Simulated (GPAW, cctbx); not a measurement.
# How far are the atoms of CdNiGe from free atoms?

Question: by how much does bonding change the X-ray structure factors of CdNiGe, how firmly does DFT give the change, and what does a routine refinement make of it?

The cell comes from substitution in a known structure type and wasn't matched to any measured phase. All numbers below are calculated.

### 1. Find the equilibrium geometry

The density hangs on the geometry, so cell and atoms are relaxed first, with the symmetry held. The cutoff is set higher than for the density because stress converges slowly with plane waves.

Settings: GPAW 26.7.0, PBE, 570 eV, 5×5×4 k-points (along the axes of the calculation cell), Fermi–Dirac width 0.1 eV, spin-polarised, BFGS to 0.03 eV/Å.

```text
cell
1.0
     4.508000000    0.000000000    0.000000000
    -2.254000000    3.904042520    0.000000000
     0.000000000    0.000000000    5.723000000
Cd Ge Ni
2 2 2
Direct
0.333333333 0.666666667 0.750000000
0.666666667 0.333333333 0.250000000
0.333333333 0.666666667 0.250000000
0.666666667 0.333333333 0.750000000
0.000000000 0.000000000 0.500000000
0.000000000 0.000000000 0.000000000
```

```console
$ OMP_NUM_THREADS=1 mpirun -n 4 gpaw python run.py > gpaw.log
```

```text
BFGS:    0      -23.491459        0.264639
BFGS:    1      -23.493798        0.260388
BFGS:    2      -23.531081        0.112848
BFGS:    3      -23.531367        0.102678
BFGS:    4      -23.533128        0.031007
BFGS:    5      -23.533268        0.010113
cell  4.5800 4.5800 5.5695  90.00 90.00 120.00
volume 101.175 A^3, largest force 0.000 eV/A, largest stress 0.10 GPa
```

After 5 steps the volume has changed by +0.5 % and the energy by -0.042 eV; the largest stress left is 0.10 GPa. It took 1.9 min on 4 cores of Intel(R) Xeon(R) Platinum 8488C (Sapphire Rapids) (shared host), peak memory 1.2 GiB.

Relaxed structure: P6_3/mmc (no. 194), a = 4.5800 Å, b = 4.5800 Å, c = 5.5695 Å, α = 90.00°, β = 90.00°, γ = 120.00°.

```csv
atom,mult.,x,y,z
Cd1,2,1/3,2/3,3/4
Ge1,2,1/3,2/3,1/4
Ni1,2,0,0,1/2
```

### 2. Density and charge transfer

X-rays see the whole electron density, so the PAW density is rebuilt with its core regions. Subtracting spherical free atoms from the same code cancels the cores and leaves the deformation density Δρ, the part due to bonding.

Settings: PBE, 450 eV, 6×6×4 k-points (along the axes of the calculation cell), Fermi–Dirac width 0.1 eV, spin-polarised; primitive cell of 6 atoms.

```console
$ OMP_NUM_THREADS=1 mpirun -n 4 gpaw python run.py > gpaw.log
```

```text
|iter:   1|       0s |  -28.162459 | +0.18 |       |  +3.0030|
|iter:   2|       2s |  -25.087251 | -1.36 | -0.92 |  +2.8654|
|iter:   3|       4s |  -23.386376 | -1.03 | -1.04 |  +2.2412|
...
|iter:  14|      22s |  -23.375394c| -6.74 | -4.06c|  -0.0006|
|iter:  15|      24s |  -23.375402c| -7.19 | -4.48c|  -0.0000|
|iter:  16|      25s |  -23.375394c| -7.73c| -4.56c|  +0.0002|
```

```text
grid (48, 48, 56)  electrons 216.000  moved by bonding 0.796 e
deformation density beyond 0.5 A of the nuclei: max 0.194, min -0.081 e/A^3
atom        x       y       z   Voronoi charge  moment
Cd1    0.3333  0.6667  0.7500      0.264      -0.00
Cd2    0.6667  0.3333  0.2500      0.264      -0.00
Ge3    0.3333  0.6667  0.2500     -0.056      -0.00
Ge4    0.6667  0.3333  0.7500     -0.056      -0.00
Ni5    0.0000  0.0000  0.5000     -0.208      -0.00
Ni6    0.0000  0.0000  0.0000     -0.208       0.00
mean inner potential of superposed free atoms 21.355 V
total magnetic moment 0.000 muB
```

Deformation density in a plane through the shortest contact of the Cd atom at the origin, in 0.01 e/Å³ (clipped at ±99); x from -1.6 to 4.2 Å, y from 2.4 down to -2.4 Å:

```text
  .   .  -3  -1   1   1   1   1   1   1   1  -1  -7  -2   .   .
  .   .  -3  -1   1   1   1   1   1   1   1   0  -6  -4   .   .
 -2  -2   0   2   2   1   1   1   1   1   2   1  -1  -6  -6  -8
  1   1   2   2   0  -1   0   1   1   1   1   2   2   1  -2  -2
  2   1   0  -5  -7  -7  -3   1   2   0  -1  -1   0   2   2   1
  1   0  -6  -4   .  -2  -7   0   2  -1  -3   .  -3  -1   1   1
  1  -1  -8   .   .   .  -6   0   2  -2   .   .   .  -2   1   1
  1  -1  -6  -4   .  -2  -7   0   2  -1  -3   .  -3  -1   1   1
  2   1   0  -5  -7  -7  -3   1   2   0  -1  -1   0   2   2   1
  1   1   2   2   0  -1   0   1   1   1   1   2   2   1  -1  -2
 -2  -2   0   2   2   1   1   1   1   1   1   1  -1  -6  -6  -7
  .   .  -3  -1   1   1   1   1   1   1   1   0  -6  -4   .   .
  .   .  -3  -1   1   1   1   1   1   1   1  -1  -7  -2   .   .
```

Atoms in or within 0.15 Å of the plane: Cd (4.0, -2.3), Cd (4.0, 2.3), Cd (0.0, 0.0), Ge (2.6, 0.0), Ge (-1.3, -2.3), Ge (-1.3, 2.3) Å. Dots mark points within about 0.45 Å of a nucleus; large values next to them are atomic features.

Ni gains most (-0.21 e) and Cd loses most (+0.26 e), which isn't the order of electronegativity: valence and coordination count too, and Voronoi cells cut space at the midplane whatever the atoms' sizes. Such charges fall far short of formal ones, since overlapping free atoms already put density on their neighbours. Along the shortest contact from the Cd atom at the map's origin, Cd–Ge at 2.64 Å, Δρ is +0.02 e/Å³ at the midpoint and highest, +0.03, 1.46 Å from Cd (points within 0.5 Å of a nucleus left out): little piles up between the atoms. At the midpoints of other shortest contacts it is +0.01 (Ni–Ni, 2.79 Å), 0.00 (Cd–Ni, 2.99 Å) and +0.01 (Ge–Ni, 2.99 Å) e/Å³. Point values carry grid noise of about 0.01 e/Å³. The moments given at the start die out. The run needed 16 iterations, 34 s.

### 3. From the density to structure factors

The Fourier components of Δρ, added to those of the free atoms, give the static X-ray structure factors; the Mott–Bethe relation turns them into the Fourier components V of the potential that fast electrons feel.

```text
static structure factors of the conventional cell: F in electrons, V (Mott-Bethe) in volts
   h  k  l      d  |F| table  |F| free   |F| DFT   change   |V| free  |V| DFT  change %
   1  0  0  3.9664    22.098    22.113    21.601   -0.512     1.345    1.710     27.1
   1  0  1  3.2308    24.839    24.789    24.548   -0.241     1.383    1.496      8.2
   0  0  2  2.7848    87.190    87.272    86.779   -0.494     5.877    6.050      3.0
   1  1  0  2.2900   168.485   168.135   168.085   -0.050    11.371   11.383      0.1
   1  0  2  2.2791   105.573   105.293   105.381    0.089     7.226    7.205     -0.3
   2  0  0  1.9832    18.964    19.096    18.826   -0.270     0.874    0.922      5.5
   2  0  1  1.8683    20.433    20.449    20.507    0.058     1.149    1.139     -0.8
   1  1  2  1.7688    75.229    75.214    74.954   -0.259     4.080    4.117      0.9
   1  0  3  1.6814    19.318    19.371    19.435    0.064     1.068    1.060     -0.8
   2  0  2  1.6154    91.362    91.021    91.142    0.121     5.317    5.303     -0.3
   2  1  0  1.4992    17.408    17.477    17.409   -0.068     0.664    0.671      1.0
   2  1  1  1.4476    17.748    17.832    17.912    0.080     0.938    0.930     -0.8
   0  0  4  1.3924   134.742   134.410   134.708    0.298     7.166    7.140     -0.4
   2  0  3  1.3553    17.095    17.188    17.255    0.067     0.876    0.870     -0.6
```

The largest X-ray change is -0.51 e on 100, 2.3 % of |F|. For electrons V goes as (Z − F)/g², so a change of F counts against Z − F, which is small at low angle and wherever the atoms' terms cancel: |V| of 100 moves by +27.1 % (1.34 to 1.71 V) against -2.3 % in |F|. The last three rows still change by up to 0.30 e; the table stops while the angles are still low. The tabulated Hartree–Fock atoms differ from the free DFT atoms by up to 0.35 e, so the choice of reference atom matters too.

### 4. The functional ladder

The same geometry is run with other functionals, to see whether the bonding signal is larger than the spread between approximations. Free atoms are LDA for LDA and PBE otherwise; meta-GGAs and hybrids keep PBE cores. Any other changed setting is in the row's label.

```
                    run  ΔF 100 (e)  ΔF 002 (e)  ΔF 200 (e)  q(Ni) (e)  moved (e)     time
                    PBE      -0.512      -0.494      -0.270     -0.208      0.796     34 s
                    LDA      -0.515      -0.495      -0.274     -0.209      0.754     31 s
                   SCAN      -0.504      -0.448      -0.299     -0.194      0.844  2.1 min
PBE width 1.2 (unsound)      -0.292      -0.315      -0.241     -0.100      0.778     60 s
```

At the base's settings ΔF(100) spans -0.515 to -0.504 e, a spread of 2 % of the PBE value; over the three listed reflections the spread is at most 11 %, so sign and size hold across the functionals. The run marked unsound (smearing far too wide) misses ΔF(100) by 0.220 e. Times are from shared hosts.

### 5. Refining ordinary atoms against data with bonding

Routine crystallography fits spherical atoms. To see the bias, intensities are simulated from tabulated atoms plus the DFT change ΔF, so that bonding alone can misfit (6252 reflections of the full sphere, merged to the counts below, to 0.4 Å, 1 % proportional noise plus counting noise, assumed isotropic U as listed, Δρ smeared by the mean U) and refined with cctbx over different ranges.

```
                    range  data      R1  GooF  U Cd1 (true 0.0053)  U Ge1 (true 0.0062)  U Ni1 (true 0.0065)  largest shift (Å)  Δρ max, min (e/Å³)
                 all data   348  0.0041  1.06               0.0053               0.0062               0.0065             0.0000         0.36, -0.35
 low resolution, d > 0.84    50  0.0035  1.31               0.0053               0.0062               0.0065             0.0000         0.25, -0.10
     high order, d < 0.75   285  0.0044  1.01               0.0053               0.0062               0.0065             0.0000         0.27, -0.36
occupancies free, d > 0.7    77  0.0026  1.02               0.0053               0.0062               0.0069             0.0000         0.11, -0.13
```

With all data GooF is 1.06, diluted by the many high-angle data; the misfit shows at low resolution; the top residual peak lies 0.36 Å from Ni and 2.43 Å from Ni. No U is off by more than 3 s.u. at low resolution. Symmetry fixes every coordinate, so the shifts are zero by construction. With Cd1 held at 1 and the scale free, the other occupancies refine to Ge1 1.001(0.001) and Ni1 1.008(0.002), on sites that are all full: they absorb part of the misfit, and only ratios to the fixed site mean anything.

### 6. Answer

Bonding moves 0.80 e in the primitive cell of CdNiGe and changes the structure factors of the conventional cell in the table above by at most 0.51 e (100, 2.3 %). The shortest bond, Cd–Ge, has Δρ = +0.02 e/Å³ at its midpoint. At the base's settings ΔF(100) spans -0.515 to -0.504 e, a spread of 2 % of the PBE value; over the three listed reflections the spread is at most 11 %, so sign and size hold across the functionals. With all data GooF is 1.06, diluted by the many high-angle data. Limits: static density, frozen cores, no spin–orbit coupling.

[Outputs are excerpts: Python notices, other lines and further rows are left out; steps that failed or that the build refused (PBEsol, TPSS) are not shown.]

[Logs are printed without paths, hosts, clocks, repeated set-up lines and the standing remarks that a program may print on its own settings, such as how far it seeks lower states.]
